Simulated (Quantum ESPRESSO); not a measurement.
# CrSiTe3: parallel and opposed starts

Does CrSiTe3 prefer parallel or opposed moments?

Method: PBEsol; plane waves with GBRV 1.5 PBEsol potentials, no spin-orbit coupling, in Quantum ESPRESSO 7.5.

### Step 1. The structure

It takes space group R-3 (No. 148, trigonal). The conventional cell has a = 6.831 Å, b = 6.831 Å, c = 21.773 Å, α = 90.00°, β = 90.00°, γ = 120.00°. Nearest to Cr lie 6 Te at 2.79 to 2.80 Å. Si has 1 Si at 2.27 Å and 3 Te at 2.53 Å nearest. Nearest to Te lie 1 Si at 2.53 Å and 2 Cr at 2.79 to 2.80 Å. Farther neighbours and most contacts between anions are not listed.

The cell comes from Materials Project 2023-11-01, a database of computed structures, and need not be the stable phase.

### Step 2. Run 1 (ferro ++)

The signs are those of the starting moments on the seeded atoms, the atoms that are given a moment.

pw.in

```
&CONTROL
  calculation = 'scf'
  prefix = 'pwscf'
  outdir = './tmp'
  pseudo_dir = './pseudo'
  disk_io = 'nowf'
/
&SYSTEM
  ibrav = 0
  nat = 10
  ntyp = 3
  ecutwfc = 40
  ecutrho = 280
  nbnd = 52
  occupations = 'smearing'
  smearing = 'fd'
  degauss = 0.00367493
  nspin = 2
  starting_magnetization(1) = 0.2143
  starting_magnetization(2) = 0
  starting_magnetization(3) = 0
/
&ELECTRONS
  conv_thr = 2d-08
  electron_maxstep = 150
  mixing_beta = 0.3
/
ATOMIC_SPECIES
Cr     51.9961 cr_pbesol_v1.5.uspp.F.UPF
Si     28.0850 si_pbesol_v1.uspp.F.UPF
Te    127.6000 te_pbesol_v1.uspp.F.UPF
CELL_PARAMETERS angstrom
   3.4152614328    1.9718021076    7.2576780084
  -3.4152614328    1.9718021076    7.2576780084
   0.0000000000   -3.9436042152    7.2576780084
ATOMIC_POSITIONS crystal
Cr      0.6661873000    0.6661873000    0.6661873000
Cr      0.3338127000    0.3338127000    0.3338127000
Si      0.0522024200    0.0522024200    0.0522024200
Si      0.9477975800    0.9477975800    0.9477975800
Te      0.7211835100    0.0776504400    0.4397477900
Te      0.4397477900    0.7211835100    0.0776504400
Te      0.0776504400    0.4397477900    0.7211835100
Te      0.9223495600    0.5602522100    0.2788164900
Te      0.5602522100    0.2788164900    0.9223495600
Te      0.2788164900    0.9223495600    0.5602522100
K_POINTS automatic
4 4 4 0 0 0
```

Command:

```console
$ OMP_NUM_THREADS=1 mpirun -n 4 pw.x -nk 4 -in pw.in > pw.out
```

Output:

```text
Program PWSCF v.7.5 starts

     Message from routine setup:
     using ibrav=0 with symmetry is DISCOURAGED, use correct ibrav instead

     K-points division:     npool     =       4
     Subspace diagonalization in iterative solution of the eigenvalue problem:

     G-vector sticks info
     --------------------
     sticks:   dense  smooth     PW     G-vecs:    dense   smooth      PW
     Sum        4089    2337    659               156649    67585   10313

     Using Slab Decomposition

     bravais-lattice index     =            0
     lattice parameter (alat)  =      15.6089  a.u.
     unit-cell volume          =    1978.9409 (a.u.)^3
     number of atoms/cell      =           10
     number of atomic types    =            3
     number of electrons       =        72.00
     number of Kohn-Sham states=           52
     kinetic-energy cutoff     =      40.0000  Ry
     charge density cutoff     =     280.0000  Ry
     scf convergence threshold =      2.0E-08
     mixing beta               =       0.3000
     number of iterations used =            8  plain     mixing
     Exchange-correlation= SLA  PW   PSX  PSC
                           (   1   4  10   8   0   0   0)

     celldm(1)=  15.608944  celldm(2)=   0.000000  celldm(3)=   0.000000
     celldm(4)=   0.000000  celldm(5)=   0.000000  celldm(6)=   0.000000

     crystal axes: (cart. coord. in units of alat)
               a(1) = (   0.413475   0.238720   0.878664 )
               a(2) = (  -0.413475   0.238720   0.878664 )
               a(3) = (   0.000000  -0.477440   0.878664 )

     reciprocal axes: (cart. coord. in units 2 pi/alat)
               b(1) = (  1.209263  0.698168  0.379364 )
               b(2) = ( -1.209263  0.698168  0.379364 )
               b(3) = ( -0.000000 -1.396336  0.379364 )

     PseudoPot. # 1 for Cr read from file:
     cr_pbesol_v1.5.uspp.F.UPF
     Pseudo is Ultrasoft + core correction, Zval = 14.0
     Generated by new atomic code, or converted to UPF format
     Using radial grid of  857 points,  6 beta functions with:
                l(1) =   0
                l(2) =   0
                l(3) =   1
                l(4) =   1
                l(5) =   2
                l(6) =   2
     Q(r) pseudized with  8 coefficients,  rinner =    0.950   0.950   0.950
                                                       0.950   0.950

     PseudoPot. # 2 for Si read from file:
     si_pbesol_v1.uspp.F.UPF
     Pseudo is Ultrasoft + core correction, Zval =  4.0
     Generated by new atomic code, or converted to UPF format
     Using radial grid of  899 points,  6 beta functions with:
                l(1) =   0
                l(2) =   0
                l(3) =   1
                l(4) =   1
                l(5) =   2
                l(6) =   2
     Q(r) pseudized with  8 coefficients,  rinner =    0.900   0.900   0.900
                                                       0.900   0.900

     PseudoPot. # 3 for Te read from file:
     te_pbesol_v1.uspp.F.UPF
     Pseudo is Ultrasoft + core correction, Zval =  6.0
     Generated by new atomic code, or converted to UPF format
     Using radial grid of  891 points,  5 beta functions with:
                l(1) =   0
                l(2) =   0
                l(3) =   1
                l(4) =   1
                l(5) =   2
     Q(r) pseudized with  6 coefficients,  rinner =    1.800   1.800   1.800
                                                       1.800   1.800

     atomic species   valence    mass     pseudopotential
     Cr               14.00    51.99610     Cr( 1.00)
     Si                4.00    28.08500     Si( 1.00)
     Te                6.00   127.60000     Te( 1.00)

     Starting magnetic structure
     atomic species   magnetization
     Cr              0.214
     Si              0.000
     Te              0.000

      6 Sym. Ops., with inversion, found

   Cartesian axes

     site n.     atom                  positions (alat units)
         1        Cr     tau(   1) = (  -0.0000000   0.0000000   1.7560653  )
         2        Cr     tau(   2) = (   0.0000000   0.0000000   0.8799280  )
         3        Si     tau(   3) = (  -0.0000000  -0.0000000   0.1376052  )
         4        Si     tau(   4) = (  -0.0000000  -0.0000000   2.4983881  )
         5        Te     tau(   5) = (   0.2660849  -0.0192555   1.0882977  )
         6        Te     tau(   6) = (  -0.1163666   0.2400640   1.0882977  )
         7        Te     tau(   7) = (  -0.1497182  -0.2208085   1.0882977  )
         8        Te     tau(   8) = (   0.1497182   0.2208085   1.5476956  )
         9        Te     tau(   9) = (   0.1163666  -0.2400640   1.5476956  )
        10        Te     tau(  10) = (  -0.2660849   0.0192555   1.5476956  )

     number of k points=    14  Fermi-Dirac smearing, width (Ry)=  0.0037
                       cart. coord. in units 2pi/alat
        k(    1) = (   0.0000000   0.0000000   0.0000000), wk =   0.0156250
        k(    2) = (  -0.0000000  -0.3490841   0.0948409), wk =   0.0937500
        k(    3) = (   0.0000000   0.6981682  -0.1896818), wk =   0.0468750
        k(    4) = (  -0.3023157  -0.1745421   0.1896818), wk =   0.0937500
        k(    5) = (  -0.3023157   0.8727103  -0.0948409), wk =   0.0937500
        [... 9 further k-points ...]

     Dense  grid:   156649 G-vectors     FFT dimensions: (  90,  90,  90)

     Smooth grid:    67585 G-vectors     FFT dimensions: (  64,  64,  64)

     Generating pointlists ...
     new r_m :   0.1395 (alat units)  2.1774 (a.u.) for type    1
     new r_m :   0.1135 (alat units)  1.7720 (a.u.) for type    2
     new r_m :   0.1261 (alat units)  1.9684 (a.u.) for type    3

     Initial potential from superposition of free atoms

     starting charge      69.9975, renormalised to      72.0000

     negative rho (up, down):  9.520E-04 6.140E-04
     Starting wfcs are   52 randomized atomic wfcs

     Self-consistent Calculation

     iteration #  1     ecut=    40.00 Ry     beta= 0.30
     Davidson diagonalization with overlap
     ethr =  1.00E-02,  avg # of iterations =  3.5

     negative rho (up, down):  4.026E-04 9.051E-04

     total energy              =    -527.91529362 Ry
     estimated scf accuracy    <       2.06845916 Ry

     total magnetization       =     5.94 Bohr mag/cell
     absolute magnetization    =     7.02 Bohr mag/cell

     iteration #  2     ecut=    40.00 Ry     beta= 0.30
     Davidson diagonalization with overlap
     ethr =  2.87E-03,  avg # of iterations =  2.6

     negative rho (up, down):  4.701E-04 1.011E-03

     total energy              =    -527.77338646 Ry
     estimated scf accuracy    <       8.53420868 Ry

     total magnetization       =     3.17 Bohr mag/cell
     absolute magnetization    =     3.76 Bohr mag/cell

     iteration #  3     ecut=    40.00 Ry     beta= 0.30
     Davidson diagonalization with overlap
     ethr =  2.87E-03,  avg # of iterations =  2.2

     negative rho (up, down):  8.076E-05 3.303E-03

     total energy              =    -528.55561745 Ry
     estimated scf accuracy    <       0.10089211 Ry

     total magnetization       =     6.00 Bohr mag/cell
     absolute magnetization    =     7.22 Bohr mag/cell

     [... further iterations left out ...]

     iteration # 10     ecut=    40.00 Ry     beta= 0.30
     Davidson diagonalization with overlap
     ethr =  6.86E-08,  avg # of iterations =  3.3

     negative rho (up, down):  0.000E+00 8.084E-03

     total energy              =    -528.58888644 Ry
     estimated scf accuracy    <       0.00000434 Ry

     total magnetization       =     6.00 Bohr mag/cell
     absolute magnetization    =     7.79 Bohr mag/cell

     iteration # 11     ecut=    40.00 Ry     beta= 0.30
     Davidson diagonalization with overlap
     ethr =  6.03E-09,  avg # of iterations =  3.3

     negative rho (up, down):  0.000E+00 8.095E-03

     total energy              =    -528.58889021 Ry
     estimated scf accuracy    <       0.00000125 Ry

     total magnetization       =     6.00 Bohr mag/cell
     absolute magnetization    =     7.80 Bohr mag/cell

     iteration # 12     ecut=    40.00 Ry     beta= 0.30
     Davidson diagonalization with overlap
     ethr =  1.73E-09,  avg # of iterations =  2.2

     negative rho (up, down):  0.000E+00 8.097E-03

     total energy              =    -528.58889094 Ry
     estimated scf accuracy    <       0.00000013 Ry

     total magnetization       =     6.00 Bohr mag/cell
     absolute magnetization    =     7.81 Bohr mag/cell

     iteration # 13     ecut=    40.00 Ry     beta= 0.30
     Davidson diagonalization with overlap
     ethr =  1.82E-10,  avg # of iterations =  3.3

     negative rho (up, down):  0.000E+00 8.098E-03

     Magnetic moment per site  (integrated on atomic sphere of radius R)
     atom   1 (R=0.139)  charge= 12.5389  magn=  3.1017
     atom   2 (R=0.139)  charge= 12.5389  magn=  3.1017
     atom   3 (R=0.114)  charge=  1.6155  magn=  0.0226
     atom   4 (R=0.114)  charge=  1.6155  magn=  0.0226
     atom   5 (R=0.126)  charge=  2.6741  magn= -0.0725
     atom   6 (R=0.126)  charge=  2.6741  magn= -0.0725
     atom   7 (R=0.126)  charge=  2.6741  magn= -0.0725
     atom   8 (R=0.126)  charge=  2.6741  magn= -0.0725
     atom   9 (R=0.126)  charge=  2.6741  magn= -0.0725
     atom  10 (R=0.126)  charge=  2.6741  magn= -0.0725

     End of self-consistent calculation

     [... lines left out ...]
     the Fermi energy is     5.9706 ev

!    total energy              =    -528.58889119 Ry
     estimated scf accuracy    <       0.00000001 Ry
     smearing contrib. (-TS)   =      -0.00002514 Ry
     internal energy E=F+TS    =    -528.58886605 Ry

     The total energy is F=E-TS. E is the sum of the following terms:
     one-electron contribution =    -348.21615094 Ry
     hartree contribution      =     197.01188774 Ry
     xc contribution           =    -139.18520147 Ry
     ewald contribution        =    -238.19940137 Ry

     total magnetization       =     6.00 Bohr mag/cell
     absolute magnetization    =     7.81 Bohr mag/cell

     convergence has been achieved in  13 iterations

=------------------------------------------------------------------------------=
   JOB DONE.
=------------------------------------------------------------------------------=
```

Wall time 1.7 min (4 MPI ranks of Intel Xeon Platinum 8488C (Sapphire Rapids), shared host); peak memory 1.4 GiB.

Spin moment in the atom's sphere by atom:

```csv
atom,spin moment in the atom's sphere (μB)
Cr1,3.10
Cr2,3.10
Si3,0.02
Si4,0.02
Te5,-0.07
Te6,-0.07
Te7,-0.07
Te8,-0.07
Te9,-0.07
Te10,-0.07
```

Read from the output:

```
smearing term TS       : 3.42e-4 eV
magnetization          : 6 μB
absolute magnetization : 7.812 μB
final state            : ferromagnetic
```

Spin density in the ac plane of the conventional cell at fractional y = 0.000, with atoms of Cr and Si and Te within 0.2 Å of it.

Values in e/Å³, 13 rows by 16 columns, each cell a mean:
```
0.0 0.0 0.0 0.0 0.0 0.0 0.0 0.0 0.0 0.0 0.0 0.0 0.0 0.0 0.0 0.0
0.0 0.0 0.0 0.0 0.0 0.0 0.0 0.0 0.0 0.0 0.0 0.0 0.0 0.0 0.0 0.0
0.0 0.0 0.0 0.0 0.0 0.0 0.0 0.0 0.0 0.0 0.0 0.0 0.0 0.0 0.0 0.0
0.2 0.1 0.0 0.0 0.0 0.0 0.0 0.0 0.0 0.0 0.0 0.0 0.0 0.0 0.0 0.1
1.8 0.6 0.1 0.0 0.0 0.0 0.0 0.0 0.0 0.0 0.0 0.0 0.0 0.1 0.3 1.4
0.0 0.0 0.0 0.0 0.0 0.0 0.0 0.0 0.0 0.0 0.0 0.0 0.0 0.0 0.0 0.0
0.0 0.0 0.0 0.0 0.0 0.0 0.0 0.0 0.0 0.0 0.0 0.0 0.0 0.0 0.0 0.0
0.0 0.0 0.0 0.0 0.0 0.0 0.0 0.0 0.0 0.0 0.0 0.0 0.0 0.0 0.0 0.0
1.9 0.6 0.1 0.0 0.0 0.0 0.0 0.0 0.0 0.0 0.0 0.0 0.0 0.1 0.3 1.5
0.1 0.0 0.0 0.0 0.0 0.0 0.0 0.0 0.0 0.0 0.0 0.0 0.0 0.0 0.0 0.1
0.0 0.0 0.0 0.0 0.0 0.0 0.0 0.0 0.0 0.0 0.0 0.0 0.0 0.0 0.0 0.0
0.0 0.0 0.0 0.0 0.0 0.0 0.0 0.0 0.0 0.0 0.0 0.0 0.0 0.0 0.0 0.0
0.0 0.0 0.0 0.0 0.0 0.0 0.0 0.0 0.0 0.0 0.0 0.0 0.0 0.0 0.0 0.0
```
Columns run along a (6.8 Å), rows up along c (21.8 Å), edges of the conventional cell, whose origin can differ from the input's. Atoms in or near the plane, at fractional coordinates: Cr at (0.00, 0.33), Cr at (0.00, 0.67), Si at (0.00, 0.95), Si at (0.00, 0.05), Te at (0.31, 0.25), Te at (0.34, 0.59), Te at (0.36, 0.92), Te at (0.64, 0.08), Te at (0.66, 0.41), Te at (0.69, 0.75).

Valence density in the ac plane of the conventional cell at fractional y = 0.000, with atoms of Cr and Si and Te within 0.2 Å of it. It is the smooth field of the valence electrons, not physical close to the nuclei.

Values in units of 1e0 e/Å³, 13 rows by 16 columns, each cell a mean:
```
0.6 0.4 0.4 0.4 0.3 0.3 0.3 0.3 0.2 0.1 0.0 0.0 0.1 0.2 0.3 0.4
0.1 0.1 0.2 0.2 0.3 0.3 0.3 0.3 0.2 0.1 0.0 0.0 0.0 0.1 0.1 0.1
0.0 0.0 0.0 0.0 0.0 0.0 0.0 0.0 0.1 0.2 0.3 0.3 0.2 0.1 0.1 0.0
0.6 0.3 0.1 0.1 0.1 0.0 0.1 0.1 0.3 0.4 0.3 0.3 0.4 0.4 0.3 0.5
6.5 2.7 0.4 0.3 0.3 0.2 0.2 0.2 0.1 0.1 0.1 0.1 0.1 0.2 1.2 6.1
0.1 0.1 0.3 0.4 0.3 0.3 0.4 0.4 0.2 0.1 0.0 0.0 0.1 0.1 0.1 0.1
0.0 0.0 0.0 0.1 0.1 0.1 0.1 0.0 0.1 0.1 0.1 0.1 0.1 0.0 0.0 0.0
0.1 0.1 0.1 0.1 0.0 0.0 0.0 0.1 0.3 0.4 0.3 0.3 0.4 0.4 0.2 0.1
6.9 2.8 0.3 0.1 0.1 0.1 0.1 0.1 0.1 0.2 0.2 0.2 0.2 0.3 1.2 6.4
0.3 0.2 0.3 0.5 0.3 0.3 0.4 0.4 0.2 0.1 0.0 0.0 0.1 0.1 0.1 0.2
0.0 0.0 0.1 0.2 0.2 0.2 0.2 0.1 0.1 0.0 0.0 0.0 0.0 0.0 0.0 0.0
0.1 0.1 0.1 0.1 0.0 0.0 0.1 0.1 0.3 0.3 0.3 0.3 0.3 0.2 0.2 0.1
0.6 0.3 0.2 0.1 0.1 0.0 0.1 0.1 0.3 0.3 0.3 0.3 0.3 0.3 0.4 0.4
```
Columns run along a (6.8 Å), rows up along c (21.8 Å), edges of the conventional cell, whose origin can differ from the input's. Atoms in or near the plane, at fractional coordinates: Cr at (0.00, 0.33), Cr at (0.00, 0.67), Si at (0.00, 0.95), Si at (0.00, 0.05), Te at (0.31, 0.25), Te at (0.34, 0.59), Te at (0.36, 0.92), Te at (0.64, 0.08), Te at (0.66, 0.41), Te at (0.69, 0.75).

(Part 1 of 2 ends here.)

[Logs and program files are shortened in this print: banners, set-up blocks, solver, clock and traceback lines can be left out without a mark of their own.]

[Logs are printed without paths, hosts, clocks, repeated set-up lines and the standing remarks that a program may print on its own settings, such as how far it seeks lower states.]

[Hosts, paths, dates, database ids (printed as entryN), source tags and the programs' standing remarks are cut or masked in the printed files.]

[Where a cell is said to come from a database of computed structures, the database is the Materials Project.]
